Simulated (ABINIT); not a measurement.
## RbCaH3 (Pm-3m): G0W0 in ABINIT against the wavefunction cutoff in GW

Aim: move the wavefunction cutoff in GW of a G0W0 run on RbCaH3 (Pm-3m) over a wide range.

Method: LDA and many-body steps on it, plane waves, in ABINIT 10.8.3.

Report form: the programs' logs are mostly left out.

## 1. The starting structure

It takes space group Pm-3m (No. 221, cubic). The conventional cell has a = 4.547 Å, b = 4.547 Å, c = 4.547 Å, α = 90.00°, β = 90.00°, γ = 90.00°. Rb has 12 H at 3.22 Å nearest. Ca has 6 H at 2.27 Å nearest. Nearest to H lie 2 Ca at 2.27 Å and 8 H at 3.22 Å and 4 Rb at 3.22 Å. Farther neighbours are not listed.

The cell and positions come from the Crystallography Open Database and are kept as given unless a step says otherwise.

## 2. Screening, 2×2×2 mesh, 49 bands, screening to 106.1 eV

This step: ABINIT 10.8.3; RPA screening on LDA, plane waves, norm-conserving pseudopotentials.

The RPA dielectric matrix is built and inverted for each q.

Contents of run.abi:

```
acell 3*1.0 Angstrom
rprim 
  4.547000000000 0.000000000000 0.000000000000
  0.000000000000 4.547000000000 0.000000000000
  0.000000000000 0.000000000000 4.547000000000
ntypat 3
znucl 37 20 1
natom 5
typat 1 2 3 3 3
xred 
  0.000000000000 0.000000000000 0.000000000000
  0.500000000000 0.500000000000 0.500000000000
  0.000000000000 0.500000000000 0.500000000000
  0.500000000000 0.000000000000 0.500000000000
  0.500000000000 0.500000000000 0.000000000000
pp_dirpath "pseudos"
pseudos "Rb.upf, Ca.upf, H.upf"
ecut 31
ngkpt 2 2 2
nshiftk 1
shiftk 0 0 0
kptopt 1
chksymbreak 0
istwfk *1
occopt 1
irdwfk 1
optdriver 3
nband 49
ecuteps 3.9
inclvkb 2
awtr 1
symchi 1
ecutwfn 9.3
indata_prefix "in"
outdata_prefix "out"
tmpdata_prefix "tmp"
```

Started as:

```sh
$ OMP_NUM_THREADS=1 mpirun -n 4 abinit run.abi > log
```

Elapsed: 3.3 s, on 4 MPI ranks of Arm Neoverse V1, shared host; peak memory 0.32 GiB.

Numbers from this step:

```
ε∞ with local fields, on this mesh, along the program's q direction : 3.784
the same without local fields                                       : 4.274
plasma frequency                                                    : 17.94 eV
plane waves in the screening matrix                                 : 251
```

Local fields lower ε∞ by 11 %. On a Γ-centred mesh this coarse the value itself is usually too large, while a short band sum pulls it down.

## 3. 9.3 Ha

This step: G0W0 on LDA, plane waves, norm-conserving pseudopotentials.

run.abi: that of step 2 with these lines changed.

```diff
@@ -26,8 +26,17 @@
 irdwfk 1
-optdriver 3
+optdriver 4
 nband 49
+gwcalctyp 0
+ecutsigx 9.3
+symsigma 1
+nkptgw 2
+kptgw 
+  0.5000000000 0.5000000000 0.0000000000
+  0.0000000000 0.0000000000 0.0000000000
+bdgw 
+  10 14
+  10 14
 ecuteps 3.9
-inclvkb 2
-awtr 1
-symchi 1
+irdscr 1
+ppmodel 1
 ecutwfn 9.3
```

The job ended after 4.7 s (4 MPI ranks; peak memory 0.34 GiB; 18 s of CPU time).

Numbers from this step:

```
G0W0 gap on the points computed              : 5.367 eV
starting gap on the mesh                     : 2.932 eV
k of the valence top                         : 0.5, 0.5, 0
k of the conduction bottom                   : 0.5, 0.5, 0
Z at the valence top                         : 0.78
Z at the conduction bottom                   : 0.826
least direct G0W0 gap on the computed points : 5.367 eV
```

## 4. Screening, 2×2×2 mesh, 49 bands, screening to 106.1 eV

This step: RPA screening on LDA, plane waves, norm-conserving pseudopotentials.

run.abi: that of step 3 with these lines changed.

```diff
@@ -26,18 +26,9 @@
 irdwfk 1
-optdriver 4
+optdriver 3
 nband 49
-gwcalctyp 0
-ecutsigx 9.3
-symsigma 1
-nkptgw 2
-kptgw 
-  0.5000000000 0.5000000000 0.0000000000
-  0.0000000000 0.0000000000 0.0000000000
-bdgw 
-  10 14
-  10 14
 ecuteps 3.9
-irdscr 1
-ppmodel 1
-ecutwfn 9.3
+inclvkb 2
+awtr 1
+symchi 1
+ecutwfn 15.5
 indata_prefix "in"
```

Run time: 3.9 s. Hardware: 4 MPI ranks; peak memory 0.37 GiB.

Numbers from this step:

- ε∞ with local fields, on this mesh, along the program's q direction: 3.790
- the same without local fields: 4.281
- plasma frequency: 17.96 eV
- plane waves in the screening matrix: 251

## 5. 15.5 Ha

The self-energy is evaluated for the states that the input lists, and the levels follow from it, in one-shot runs by the linearised quasiparticle equation.

This step: G0W0 on LDA, plane waves, norm-conserving pseudopotentials.

run.abi: that of step 4 with these lines changed.

```diff
@@ -26,8 +26,17 @@
 irdwfk 1
-optdriver 3
+optdriver 4
 nband 49
+gwcalctyp 0
+ecutsigx 15.5
+symsigma 1
+nkptgw 2
+kptgw 
+  0.5000000000 0.5000000000 0.0000000000
+  0.0000000000 0.0000000000 0.0000000000
+bdgw 
+  10 14
+  10 14
 ecuteps 3.9
-inclvkb 2
-awtr 1
-symchi 1
+irdscr 1
+ppmodel 1
 ecutwfn 15.5
```

The job ended after 4.8 s (4 MPI ranks; peak memory 0.4 GiB; 19 s of CPU time).

This step gave:

```yaml
g0w0_gap_on_the_points_computed: 5.371 eV
starting_gap_on_the_mesh: 2.932 eV
k_of_the_valence_top: 0.5, 0.5, 0
k_of_the_conduction_bottom: 0.5, 0.5, 0
z_at_the_valence_top: 0.779
z_at_the_conduction_bottom: 0.824
least_direct_g0w0_gap_on_the_computed_points: 5.371 eV
```

The gap on the mesh goes from 2.93 eV to 5.37 eV, a correction of +2.44 eV.

## 6. Screening, 2×2×2 mesh, 49 bands, screening to 106.1 eV

This step: RPA screening on LDA, plane waves, norm-conserving pseudopotentials.

run.abi: that of step 5 with these lines changed.

```diff
@@ -26,18 +26,9 @@
 irdwfk 1
-optdriver 4
+optdriver 3
 nband 49
-gwcalctyp 0
-ecutsigx 15.5
-symsigma 1
-nkptgw 2
-kptgw 
-  0.5000000000 0.5000000000 0.0000000000
-  0.0000000000 0.0000000000 0.0000000000
-bdgw 
-  10 14
-  10 14
 ecuteps 3.9
-irdscr 1
-ppmodel 1
-ecutwfn 15.5
+inclvkb 2
+awtr 1
+symchi 1
+ecutwfn 23.2
 indata_prefix "in"
```

Wall time 4.5 s (4 MPI ranks); peak memory 0.42 GiB; 18 s of CPU time.

This step gave:

| Property | Result |
| --- | --- |
| ε∞ with local fields, on this mesh, along the program's q direction | 3.793 |
| the same without local fields | 4.284 |
| plasma frequency | 17.96 eV |
| plane waves in the screening matrix | 251 |

## 7. 23.2 Ha

This step: G0W0 on LDA, plane waves, norm-conserving pseudopotentials.

run.abi: that of step 6 with these lines changed.

```diff
@@ -26,8 +26,17 @@
 irdwfk 1
-optdriver 3
+optdriver 4
 nband 49
+gwcalctyp 0
+ecutsigx 23.2
+symsigma 1
+nkptgw 2
+kptgw 
+  0.5000000000 0.5000000000 0.0000000000
+  0.0000000000 0.0000000000 0.0000000000
+bdgw 
+  10 14
+  10 14
 ecuteps 3.9
-inclvkb 2
-awtr 1
-symchi 1
+irdscr 1
+ppmodel 1
 ecutwfn 23.2
```

It took 5.2 s on 4 MPI ranks; peak memory 0.52 GiB; 20 s of CPU time.

This step gave:

| Quantity | Value |
| --- | --- |
| G0W0 gap on the points computed | 5.368 eV |
| starting gap on the mesh | 2.932 eV |
| k of the valence top | 0.5, 0.5, 0 |
| k of the conduction bottom | 0.5, 0.5, 0 |
| least direct G0W0 gap on the computed points | 5.368 eV |

Against the run before, the gap moves by −0.003 eV.

## 8. Screening, 2×2×2 mesh, 49 bands, screening to 106.1 eV

This step: RPA screening on LDA, plane waves, norm-conserving pseudopotentials.

run.abi: that of step 7 with these lines changed.

```diff
@@ -26,18 +26,8 @@
 irdwfk 1
-optdriver 4
+optdriver 3
 nband 49
-gwcalctyp 0
-ecutsigx 23.2
-symsigma 1
-nkptgw 2
-kptgw 
-  0.5000000000 0.5000000000 0.0000000000
-  0.0000000000 0.0000000000 0.0000000000
-bdgw 
-  10 14
-  10 14
 ecuteps 3.9
-irdscr 1
-ppmodel 1
-ecutwfn 23.2
+inclvkb 2
+awtr 1
+symchi 1
 indata_prefix "in"
```

It took 5.2 s on 4 MPI ranks; peak memory 0.5 GiB.

Numbers from this step:

```
ε∞ with local fields, on this mesh, along the program's q direction : 3.794
the same without local fields                                       : 4.285
plasma frequency                                                    : 17.96 eV
plane waves in the screening matrix                                 : 251
```

## 9. 31 Ha

This step: G0W0 on LDA, plane waves, norm-conserving pseudopotentials.

run.abi: that of step 8 with these lines changed.

```diff
@@ -26,8 +26,17 @@
 irdwfk 1
-optdriver 3
+optdriver 4
 nband 49
+gwcalctyp 0
+ecutsigx 31
+symsigma 1
+nkptgw 2
+kptgw 
+  0.5000000000 0.5000000000 0.0000000000
+  0.0000000000 0.0000000000 0.0000000000
+bdgw 
+  10 14
+  10 14
 ecuteps 3.9
-inclvkb 2
-awtr 1
-symchi 1
+irdscr 1
+ppmodel 1
 indata_prefix "in"
```

Run time: 5.5 s. Hardware: 4 MPI ranks; peak memory 0.64 GiB.

This step gave:

| Property | Result |
| --- | --- |
| G0W0 gap on the points computed | 5.367 eV |
| starting gap on the mesh | 2.932 eV |
| k of the valence top | 0.5, 0.5, 0 |
| k of the conduction bottom | 0.5, 0.5, 0 |
| least direct G0W0 gap on the computed points | 5.367 eV |

Against the run before, the gap moves by −0.001 eV.

## 10. The runs together

Times are wall times on 4 MPI ranks of Arm Neoverse V1, shared host, good to a factor of about two. A run's time includes the screening step that it read.

| run | mesh | bands | screening cutoff (eV) | DFT gap (eV) | gap on the mesh (eV) | direct (eV) | ε∞ used | time |
| --- | --- | --- | --- | --- | --- | --- | --- | --- |
| 9.3 Ha | 2×2×2 | 49 | 106.1 | 2.932 | 5.367 | 5.367 | 3.78 | 8 s |
| 15.5 Ha | 2×2×2 | 49 | 106.1 | 2.932 | 5.371 | 5.371 | 3.79 | 8.7 s |
| 23.2 Ha | 2×2×2 | 49 | 106.1 | 2.932 | 5.368 | 5.368 | 3.79 | 9.7 s |
| 31 Ha | 2×2×2 | 49 | 106.1 | 2.932 | 5.367 | 5.367 | 3.79 | 11 s |

## 11. Summary of results

```
9.3 Ha       : 5.367 eV
15.5 Ha      : 5.371 eV
23.2 Ha      : 5.368 eV
31 Ha        : 5.367 eV
known limits : not at the basis limit; no spin-orbit coupling; coarse k mesh
```

**Reading.** The setting moved: wavefunction cutoff in GW. From 9.3 Ha to 31 Ha the gap moves by +0.00 eV. It holds to 0.03 eV from 9.3 Ha on. Bands and screening cutoff are coupled, so a series along one setting does not show full convergence. The exchange cutoff follows the wavefunction cutoff here. Bands and cutoff are finite, so the gap is not at the basis limit. The miss can reach some tenths of an eV and take either sign; the mesh is an error of its own. In the first G0W0 run levels were corrected at 2 k points alone, so a gap called «on the mesh» is the least over those, and an edge elsewhere would be missed. The 2×2×2 mesh is coarse for this cell, which bears on the long-range parts of exchange and screening. This is the ideal cubic cell; many perovskites, halides above all, are cubic only on average, and local tilts or off-centring can widen the gap. The many-body steps are scalar-relativistic: spin-orbit coupling is not in them.

[Paths, hosts, dates, memory and timing lines, banners, echoed tables and standing remarks are left out of the program output.]

[Logs are printed without paths, hosts, clocks, repeated set-up lines and the standing remarks that a program may print on its own settings, such as how far it seeks lower states.]

[Runs of the session that timed out or met a known fault of the program may be left out.]

[No measured gap is set beside runs whose start may be inverted or whose files or cutoffs have a known fault.]

[Hosts, paths, dates, database ids (printed as entryN), source tags and the programs' standing remarks are cut or masked in the printed files.]

[G0W0 gaps are taken among the corrected bands and points alone; a level outside them can change the order at an edge.]

[Where Ansatz stands beside ABINIT at settings called matched, ABINIT's density can come from a denser mesh and the files from another edition; pairs whose starting gaps differed by over 0.03 eV were left out, so agreement reads better than it is.]
